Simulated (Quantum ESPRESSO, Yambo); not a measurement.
# WS2 (Tungstenite): G0W0 in Yambo against the bands

How does the gap of WS2 (Tungstenite) converge in the bands?

Main program and level: Yambo 5.3.0; PBEsol and many-body steps on it, plane waves.

Most raw output is cut from this account.

**1. Set-up**

The structure is trigonal, space group R3m (No. 160). Conventional cell: a = 3.158 Å, b = 3.158 Å, c = 18.490 Å, α = 90.00°, β = 90.00°, γ = 120.00°. Nearest to W lie 6 S at 2.40 Å. Nearest to S lie 3 W at 2.40 Å. Nearest to S lie 3 W at 2.40 Å. Farther neighbours and most contacts between anions are not listed.

Coordinates:

```xyz
3
Lattice="1.5790 0.9116 6.1633 -1.5790 0.9116 6.1633 0.0000 -1.8233 6.1633" Properties=species:S:1:pos:R:3 pbc="T T T"
W     0.0000    0.0000    0.0123
S     0.0000    0.0000    4.6140
S     0.0000    0.0000    7.7379
```

Geometry: measured (diffraction); atoms relaxed with PBEsol. The runs that relaxed it are not among those shown. Spin-orbit coupling is left out unless a step names it.

**2. 32 bands**

This step: Yambo 5.3.0; G0W0 on PBEsol, plane waves, norm-conserving pseudopotentials.

G0W0 replaces the xc potential by the self-energy, built once from these orbitals. Only a window of levels is corrected, while the sums run over the empty bands that the input names.

Input file gw1.in:

```
HF_and_locXC
gw0
dyson
ppa
em1d
rim_cut
RandQpts= 1000000
RandGvec= 1 RL
EXXRLvcs= 62 Ry
VXCRLvcs= 248 Ry
Chimod= "HARTREE"
% BndsRnXp
 1 | 32 |
%
NGsBlkXp= 12 Ry
% LongDrXp
 1 | 1 | 1 |
%
% GbndRnge
 1 | 32 |
%
DysSolver= "n"
ExtendOut
PPAPntXp= 27.21138 eV
% QPkrange
 13 | 13 | 12 | 15 |
 2 | 2 | 12 | 15 |
 1 | 1 | 12 | 15 |
%
```

The run is started by

```sh
$ OMP_NUM_THREADS=1 mpirun -n 4 yambo -F gw1.in -J gw1 -C gw1 > gw1.log
```

It took 1.8 min on 4 MPI ranks of Arm Neoverse V1, shared host; peak memory 3.1 GiB; 7 min of CPU time.

This step gave:

```yaml
g0w0_gap_on_the_points_computed: 1.859 eV
starting_gap_on_the_mesh: 1.328 eV
k_of_the_valence_top: -0.5, -0.5, -0.5
k_of_the_conduction_bottom: 0, 0, 0.25
least_direct_g0w0_gap_on_the_computed_points: 2.917 eV
z_at_the_valence_top: 0.7958
z_at_the_conduction_bottom: 0.8036
```

The gap on the mesh goes from 1.33 eV to 1.86 eV, a correction of +0.53 eV.

**3. 55 bands**

gw2.in, as its differences from gw1.in of step 2:

```diff
@@ -12,3 +12,3 @@
 % BndsRnXp
- 1 | 32 |
+ 1 | 55 |
 %
@@ -19,3 +19,3 @@
 % GbndRnge
- 1 | 32 |
+ 1 | 55 |
 %
```

The run is started by

```sh
$ OMP_NUM_THREADS=1 mpirun -n 4 yambo -F gw2.in -J gw2 -C gw2 > gw2.log
```

Wall time 3 min (4 MPI ranks); peak memory 3.1 GiB; 12 min of CPU time.

Numbers from this step:

```
G0W0 gap on the points computed              : 1.840 eV
starting gap on the mesh                     : 1.328 eV
k of the valence top                         : -0.5, -0.5, -0.5
k of the conduction bottom                   : 0, 0, 0.25
least direct G0W0 gap on the computed points : 2.854 eV
Z at the valence top                         : 0.7928
Z at the conduction bottom                   : 0.8002
```

Against the run before, the gap moves by −0.019 eV.

**4. 99 bands**

gw3.in, as its differences from gw2.in of step 3:

```diff
@@ -12,3 +12,3 @@
 % BndsRnXp
- 1 | 55 |
+ 1 | 99 |
 %
@@ -19,3 +19,3 @@
 % GbndRnge
- 1 | 55 |
+ 1 | 99 |
 %
```

The run is started by

```sh
$ OMP_NUM_THREADS=1 mpirun -n 4 yambo -F gw3.in -J gw3 -C gw3 > gw3.log
```

The job ended after 5.4 min (4 MPI ranks; peak memory 3.1 GiB; 22 min of CPU time).

Numbers from this step:

```yaml
g0w0_gap_on_the_points_computed: 1.838 eV
starting_gap_on_the_mesh: 1.328 eV
k_of_the_valence_top: -0.5, -0.5, -0.5
k_of_the_conduction_bottom: 0, 0, 0.25
least_direct_g0w0_gap_on_the_computed_points: 2.826 eV
```

Against the run before, the gap moves by −0.003 eV.

**5. 171 bands**

gw4.in, as its differences from gw3.in of step 4:

```diff
@@ -12,3 +12,3 @@
 % BndsRnXp
- 1 | 99 |
+ 1 | 171 |
 %
@@ -19,3 +19,3 @@
 % GbndRnge
- 1 | 99 |
+ 1 | 171 |
 %
```

The run is started by

```sh
$ OMP_NUM_THREADS=1 mpirun -n 4 yambo -F gw4.in -J gw4 -C gw4 > gw4.log
```

The job ended after 9.3 min (4 MPI ranks; peak memory 3.5 GiB).

This step gave:

- G0W0 gap on the points computed: 1.845 eV
- starting gap on the mesh: 1.328 eV
- k of the valence top: -0.5, -0.5, -0.5
- k of the conduction bottom: 0, 0, 0.25
- least direct G0W0 gap on the computed points: 2.815 eV

Against the run before, the gap moves by +0.008 eV.

**6. 257 bands**

gw5.in, as its differences from gw4.in of step 5:

```diff
@@ -12,3 +12,3 @@
 % BndsRnXp
- 1 | 171 |
+ 1 | 257 |
 %
@@ -19,3 +19,3 @@
 % GbndRnge
- 1 | 171 |
+ 1 | 257 |
 %
```

The run is started by

```sh
$ OMP_NUM_THREADS=1 mpirun -n 4 yambo -F gw5.in -J gw5 -C gw5 > gw5.log
```

Run time: 14 min. Hardware: 4 MPI ranks; peak memory 4.7 GiB.

Numbers from this step:

- G0W0 gap on the points computed: 1.849 eV
- starting gap on the mesh: 1.328 eV
- k of the valence top: -0.5, -0.5, -0.5
- k of the conduction bottom: 0, 0, 0.25
- least direct G0W0 gap on the computed points: 2.813 eV

Against the run before, the gap moves by +0.004 eV.

**7. 354 bands**

gw6.in, as its differences from gw5.in of step 6:

```diff
@@ -12,3 +12,3 @@
 % BndsRnXp
- 1 | 257 |
+ 1 | 354 |
 %
@@ -19,3 +19,3 @@
 % GbndRnge
- 1 | 257 |
+ 1 | 354 |
 %
```

The run is started by

```sh
$ OMP_NUM_THREADS=1 mpirun -n 4 yambo -F gw6.in -J gw6 -C gw6 > gw6.log
```

Wall time 20 min (4 MPI ranks); peak memory 6.1 GiB; 79 min of CPU time.

This step gave:

```
G0W0 gap on the points computed              : 1.851 eV
starting gap on the mesh                     : 1.328 eV
k of the valence top                         : -0.5, -0.5, -0.5
k of the conduction bottom                   : 0, 0, 0.25
least direct G0W0 gap on the computed points : 2.814 eV
```

Against the run before, the gap moves by +0.002 eV.

**8. The runs together**

Times are wall times on 4 MPI ranks of Arm Neoverse V1, shared host, good to a factor of about two.

| run | mesh | bands | screening cutoff (eV) | DFT gap (eV) | gap on the mesh (eV) | direct (eV) | time |
| --- | --- | --- | --- | --- | --- | --- | --- |
| 32 bands | 4×4×4 | 32 | 163.3 | 1.328 | 1.859 | 2.917 | 1.8 min |
| 55 bands | 4×4×4 | 55 | 163.3 | 1.328 | 1.840 | 2.854 | 3 min |
| 99 bands | 4×4×4 | 99 | 163.3 | 1.328 | 1.838 | 2.826 | 5.4 min |
| 171 bands | 4×4×4 | 171 | 163.3 | 1.328 | 1.845 | 2.815 | 9.3 min |
| 257 bands | 4×4×4 | 257 | 163.3 | 1.328 | 1.849 | 2.813 | 14 min |
| 354 bands | 4×4×4 | 354 | 163.3 | 1.328 | 1.851 | 2.814 | 20 min |

**9. Outcome**

```
32 bands     : 1.859 eV
55 bands     : 1.840 eV
99 bands     : 1.838 eV
171 bands    : 1.845 eV
257 bands    : 1.849 eV
354 bands    : 1.851 eV
known limits : not at the basis limit; no spin-orbit coupling
```

In words: The setting moved: bands. From 32 bands to 354 bands the gap moves by −0.01 eV, for 11 times the time. It holds to 0.03 eV from 32 bands on. Bands and screening cutoff are coupled, so a series along one setting does not show full convergence. Bands and cutoff are finite, so the gap is not at the basis limit. The miss can reach some tenths of an eV and take either sign; the mesh is an error of its own. In the G0W0 runs levels were corrected at 3 k points alone, so a gap called «on the mesh» is the least over those, and an edge elsewhere would be missed. A denser mesh or path gives a starting gap of 0.98 eV: the GW mesh misses a band edge, so its gaps are not the fundamental one. The many-body steps are scalar-relativistic: spin-orbit coupling is not in them.

[Paths, hosts, dates, memory and timing lines, banners, echoed tables and standing remarks are left out of the program output.]

[Logs are printed without paths, hosts, clocks, repeated set-up lines and the standing remarks that a program may print on its own settings, such as how far it seeks lower states.]

[Runs of the session that timed out or met a known fault of the program may be left out.]

[Hosts, paths, dates, database ids (printed as entryN), source tags and the programs' standing remarks are cut or masked in the printed files.]
